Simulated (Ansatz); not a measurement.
# How Rh(111) screens a field

Wanted: the response of a Rh(111) slab to a perpendicular field.

Main program and level: Ansatz 0.2.0; plane-wave DFT, PBE, Ansatz PAW.

This is a report of a sequence of runs, with most program output left out.

## (1) Starting point

The cell holds 5 atoms: 5 Rh. Cell: a = 2.687 Å, b = 2.687 Å, c = 26.776 Å, α = 90.0°, β = 90.0°, γ = 60.0°. Vacuum lies along c.

## (2) Single point, field 0

A sawtooth potential applies the field, turning back in the middle of the vacuum. With the dipole correction the typed value is the field outside the slab. The induced dipole is small, so the SCF threshold is tight.

File input.yaml:

```yaml
crystal:
  lattice:
    - [2.6870057685, 0.0, 0.0]
    - [1.3435028843, 2.3270152556, 0.0]
    - [0.0, 0.0, 26.7757240917]
  atoms:
    - { symbol: Rh, position: [0.6666666667, 0.6666666667, 0.3361253638] }
    - { symbol: Rh, position: [0.0, 0.0, 0.4180626819] }
    - { symbol: Rh, position: [0.3333333333, 0.3333333333, 0.5] }
    - { symbol: Rh, position: [0.6666666667, 0.6666666667, 0.5819373181] }
    - { symbol: Rh, position: [0.0, 0.0, 0.6638746362] }
kpoints:
  mp_grid: { grid: [24, 24, 1] }
hamiltonian:
  xc: pbe
scf:
  occupations: { method: fermi_dirac, width: 0.1 }
  convergence: { dr2_threshold: 1.0e-10 }
efield:
  axis: 3
  dipole_correction: true
  ramp_position: 0.97
  ramp_width: 0.06
  amplitude: 0
output:
  forces: true
  write_potential: true
  write_density: true
  volumetric_format: npy
```

Command:

```
> ansatz run input.yaml --threads 4 --pin off --max-ram 6144MiB --backend cpu --events-out ev --progress --plain --runs-dir out
```

It took 18 s on 4 threads of Arm Neoverse V1, shared host; peak memory 0.67 GiB; 70 s of CPU time.

Numbers from this step:

- energy at zero smearing: -32012.8352 eV
- work function, upper face: 5.174 eV
- dipole along the normal: -5.06e-7 e·Å

Running mean over 2.194 Å of the planar mean; the ramp of the sawtooth is left out. Electron's electrostatic potential energy less the Fermi level against z:

z (Å), electron's electrostatic potential energy less the Fermi level (eV) and a bar from the least value:
```
        4        5.2 ##############################
        5        5.2 ##############################
        6        5.1 ##############################
        7        4.2 ############################
        8       -5.6 #############
        9      -12.7 #
       10      -13.0 
       11      -13.2 
       12      -13.2 
       13      -13.2 
       14      -13.2 
       15      -13.2 
       16      -13.2 
       17      -13.0 
       18      -12.3 ##
       19       -2.4 ##################
       20        4.6 #############################
       21        5.1 ##############################
       22        5.2 ##############################
       23        5.2 ##############################
```

Force by atom:

```
atom  x (eV/Å)  y (eV/Å)  z (eV/Å)   size
 Rh1     0.000     0.000     0.054  0.054
 Rh2     0.000     0.000    -0.237  0.237
 Rh3     0.000     0.000     0.000  0.000
 Rh4     0.000     0.000     0.237  0.237
 Rh5     0.000     0.000    -0.054  0.054
```

The work function of the upper face is 5.17 eV.

## (3) Atoms held, field 0.05 V/Å

Edit input.yaml of step 2 so:

```diff
@@ -23,3 +23,3 @@
   ramp_width: 0.06
-  amplitude: 0
+  amplitude: 0.05
 output:
```

Wall time 28 s (4 threads); peak memory 0.74 GiB; 1.8 min of CPU time.

The dipole is 0.0209 e·Å.

## (4) Single point, field -0.05 V/Å

Edit input.yaml of step 3 so:

```diff
@@ -23,3 +23,3 @@
   ramp_width: 0.06
-  amplitude: 0.05
+  amplitude: -0.05
 output:
```

Elapsed: 28 s, on 4 threads; peak memory 0.73 GiB.

The dipole is -0.0209 e·Å.

## (5) Single point, field 0.1 V/Å

Edit input.yaml of step 4 so:

```diff
@@ -23,3 +23,3 @@
   ramp_width: 0.06
-  amplitude: -0.05
+  amplitude: 0.1
 output:
```

Elapsed: 28 s, on 4 threads; peak memory 0.74 GiB.

The dipole is 0.0419 e·Å.

## (6) Single point, field -0.1 V/Å

Edit input.yaml of step 5 so:

```diff
@@ -23,3 +23,3 @@
   ramp_width: 0.06
-  amplitude: 0.1
+  amplitude: -0.1
 output:
```

Wall time 28 s (4 threads); peak memory 0.73 GiB; 1.9 min of CPU time.

The dipole is -0.0419 e·Å.

## (7) Atoms held, field 0.2 V/Å

Edit input.yaml of step 6 so:

```diff
@@ -23,3 +23,3 @@
   ramp_width: 0.06
-  amplitude: -0.1
+  amplitude: 0.2
 output:
```

Run time: 28 s. Hardware: 4 threads; peak memory 0.73 GiB.

The dipole is 0.0838 e·Å.

## (8) Atoms held, field -0.2 V/Å

Edit input.yaml of step 7 so:

```diff
@@ -23,3 +23,3 @@
   ramp_width: 0.06
-  amplitude: 0.2
+  amplitude: -0.2
 output:
```

Wall time 28 s (4 threads); peak memory 0.74 GiB.

The dipole is -0.0838 e·Å.

## (9) Atoms held, field 0.4 V/Å

Edit input.yaml of step 8 so:

```diff
@@ -23,3 +23,3 @@
   ramp_width: 0.06
-  amplitude: -0.2
+  amplitude: 0.4
 output:
@@ -29 +29,2 @@
   volumetric_format: npy
+  elf: true
```

Run time: 30 s. Hardware: 4 threads; peak memory 0.74 GiB; 1.9 min of CPU time.

Running mean over 2.194 Å of the planar mean, with the applied field; the ramp of the sawtooth is left out. Table of electron's electrostatic potential energy less the Fermi level by z:

```
z (Å)  electron's electrostatic potential energy less the Fermi level (eV)
  3.5                                                                 3.66
  4.0                                                                 3.86
  4.5                                                                 4.06
  5.0                                                                 4.25
  5.5                                                                 4.43
  6.0                                                                 4.57
  6.5                                                                 4.55
  7.0                                                                 3.97
  7.5                                                                0.869
  8.0                                                                -5.59
  8.5                                                                -11.0
  9.0                                                                -12.7
  9.5                                                                -12.9
 10.0                                                                -13.0
 10.5                                                                -13.1
 11.0                                                                -13.2
 11.5                                                                -13.2
 12.0                                                                -13.2
 12.5                                                                -13.2
 13.0                                                                -13.2
 13.5                                                                -13.2
 14.0                                                                -13.2
 14.5                                                                -13.2
 15.0                                                                -13.2
 15.5                                                                -13.2
 16.0                                                                -13.2
 16.5                                                                -13.1
 17.0                                                                -13.0
 17.5                                                                -12.9
 18.0                                                                -12.3
 18.5                                                                -8.99
 19.0                                                                -2.35
 19.5                                                                 3.08
 20.0                                                                 4.92
 20.5                                                                 5.49
 21.0                                                                 5.78
 21.5                                                                 6.00
 22.0                                                                 6.21
 22.5                                                                 6.41
 23.0                                                                 6.61
 23.5                                                                 6.81
```

The dipole is 0.168 e·Å.

## (10) The response

This step: plane-wave DFT, PBE, Ansatz PAW; screening of a field by a metal slab (Ansatz 0.2.0).

The dipoles give the slope, and the difference of two potentials shows where the field is screened.

This step gave:

```yaml
equivalent_conductor_thickness_p_eps_0ae: 12.12 Å
distance_between_the_outer_atoms: 8.776 Å
inner_field_over_outer_field: -0.001379
image_plane_upper_face: 1.668 Å
induced_electrons_on_the_upper_face_over_eps_0e: -1.001
image_plane_lower_face: 1.668 Å
induced_electrons_on_the_lower_face_over_eps_0e: 1.001
```

Table of dipole of the cell by applied field:

```
applied field (V/Å)  dipole of the cell (e·Å)
             -0.200                   -0.0838
             -0.100                   -0.0419
             -0.050                   -0.0209
              0.000                   -5.1e-7
              0.050                    0.0209
              0.100                    0.0419
              0.200                    0.0838
              0.400                     0.168
```

Local field over the applied field, running mean. From the potentials at -0.05 and 0.05 V/Å; running mean over 2.194 Å. The local field over applied field by z:

z (Å), local field over applied field and a bar from the least value:
```
      4.5      0.996 ##############################
      5.0      0.989 ##############################
      5.5      0.971 #############################
      6.0      0.928 ############################
      6.5      0.835 #########################
      7.0      0.668 ####################
      7.5      0.447 ##############
      8.0      0.246 ########
      8.5      0.086 ###
      9.0      0.001 
      9.5     -0.008 
     10.0     -0.001 
     10.5      0.005 
     11.0      0.003 
     11.5      0.000 
     12.0     -0.002 
     12.5     -0.002 
     13.0     -0.001 
     13.5      0.000 
     14.0     -0.002 
     14.5     -0.001 
     15.0     -0.002 
     15.5      0.001 
     16.0      0.004 
     16.5      0.002 
     17.0     -0.002 
     17.5     -0.011 
     18.0      0.028 #
     18.5      0.150 #####
     19.0      0.333 ##########
     19.5      0.547 #################
     20.0      0.752 #######################
     20.5      0.885 ###########################
     21.0      0.952 #############################
     21.5      0.981 ##############################
     22.0      0.993 ##############################
     22.5      0.997 ##############################
```

The induced electron density oscillates, so the rows of the table below give means over windows of 0.5 Å about each position, cut where the curve ends. Its maxima inside the range that stand out by 2 % of the span (Å: e/Å³ per V/Å): 7.74: 0.00420, 8.93: 0.001, 9.67: 6.6e-5, 10.86: 5.2e-4, 11.60: 4.3e-4, 14.58: 1.2e-4, 15.62: 7.1e-4, 16.66: 1.1e-4, 17.40: 9.0e-4, 18.15: 0.00148. Its minima: 8.63: -0.00148, 9.37: -9.0e-4, 10.12: -1.1e-4, 11.16: -7.1e-4, 12.20: -1.2e-4, 15.17: -4.3e-4, 15.92: -5.2e-4, 17.11: -6.6e-5, 17.85: -0.001, 19.04: -0.00420.

Electrons, planar mean, per unit field. The induced electron density by z; means over each step:

```
z (Å)  induced electron density (e/Å³ per V/Å)
  4.5                                   2.3e-5
  5.0                                   6.6e-5
  5.5                                   1.7e-4
  6.0                                   4.3e-4
  6.5                                  0.00103
  7.0                                  0.00218
  7.5                                  0.00366
  8.0                                  0.00362
  8.5                                  -1.5e-5
  9.0                                   1.8e-4
  9.5                                  -3.8e-4
 10.0                                  -5.9e-5
 10.5                                   8.2e-5
 11.0                                  -1.9e-5
 11.5                                   1.4e-4
 12.0                                  -3.2e-5
 12.5                                  -6.1e-5
 13.0                                   2.0e-5
 13.5                                  -6.9e-6
 14.0                                  -1.4e-6
 14.5                                   9.3e-5
 15.0                                  -1.6e-4
 15.5                                   2.0e-4
 16.0                                  -2.7e-4
 16.5                                   6.1e-5
 17.0                                   2.4e-5
 17.5                                   3.2e-4
 18.0                                   3.4e-4
 18.5                                 -0.00181
 19.0                                 -0.00406
 19.5                                 -0.00303
 20.0                                 -0.00159
 20.5                                  -7.0e-4
 21.0                                  -2.9e-4
 21.5                                  -1.1e-4
 22.0                                  -4.2e-5
 22.5                                  -1.5e-5
```

By hand: between -0.05 and 0.05 V/Å the dipole changes by 0.04187 e·Å, a slope of 0.4187 e·Å²/V. A perfect conductor of thickness t has p = ε₀AEt, so t = 180.95 × 0.4187 / 6.253 = 12.12 Å (e/ε₀ = 180.95 V·Å, A in Å²). Less the 8.78 Å between the outer atoms, and halved, that puts each image plane 1.67 Å out.

The induced dipole is that of a conductor 12.12 Å thick.

## (11) Varying the input: efield.amplitude = 0.02

This step: plane-wave DFT, PBE, Ansatz PAW (Ansatz 0.2.0).

A run with a changed input: it repeats the earlier run at 0.05 V/Å with efield.amplitude from 0.05 to 0.02.

Edit input.yaml of step 9 so:

```diff
@@ -23,3 +23,3 @@
   ramp_width: 0.06
-  amplitude: 0.4
+  amplitude: 0.02
 output:
@@ -29,2 +29 @@
   volumetric_format: npy
-  elf: true
```

The job ended after 28 s (4 threads; peak memory 0.73 GiB).

This step gave:

```
energy at zero smearing : -32012.8353 eV
dipole along the normal : 0.008374 e·Å
```

Force by atom:

```
atom  x (eV/Å)  y (eV/Å)  z (eV/Å)   size
 Rh1     0.000     0.000     0.054  0.054
 Rh2     0.000     0.000    -0.237  0.237
 Rh3     0.000     0.000     0.000  0.000
 Rh4     0.000     0.000     0.237  0.237
 Rh5     0.000     0.000    -0.055  0.055
```

```
                     quantity  this run  earlier run  difference
dipole along the normal (e·Å)  0.008374      0.02094      -0.013
```

The applied field differs, and the slope found earlier predicts a dipole of 0.00837 e·Å; this run gives 0.00837 e·Å, in line with it.

## (12) Results

* work function: 5.17 eV
* image plane, upper face: 1.67 Å
* induced electrons on the upper face over ε₀E: -1.00
* equivalent conductor thickness p/(ε₀AE): 12.1 Å
* inner field over outer field: -0.00138

What this shows: The induced charge has its centre 1.67 Å outside the outermost atoms; this is the plane from which a capacitor's gap or an image potential counts. The equivalent conductor thickness exceeds the distance between the outer atoms by 3.34 Å, about the sum of the two image-plane distances. In the middle of the slab the field is screened to under 0.5 % of its outer value. The atoms are held at bulk positions with the tabulated experimental lattice constant.

[Logs are printed without paths, hosts, clocks, repeated set-up lines and the standing remarks that a program may print on its own settings, such as how far it seeks lower states.]

[Hosts, paths, dates, database ids (printed as entryN), source tags and the programs' standing remarks are cut or masked in the printed files.]

[Maps of the electrostatic potential energy from Ansatz leave out the sawtooth potential of an applied field or a dipole correction, so their vacuum need not be flat; planar profiles and work functions include it.]
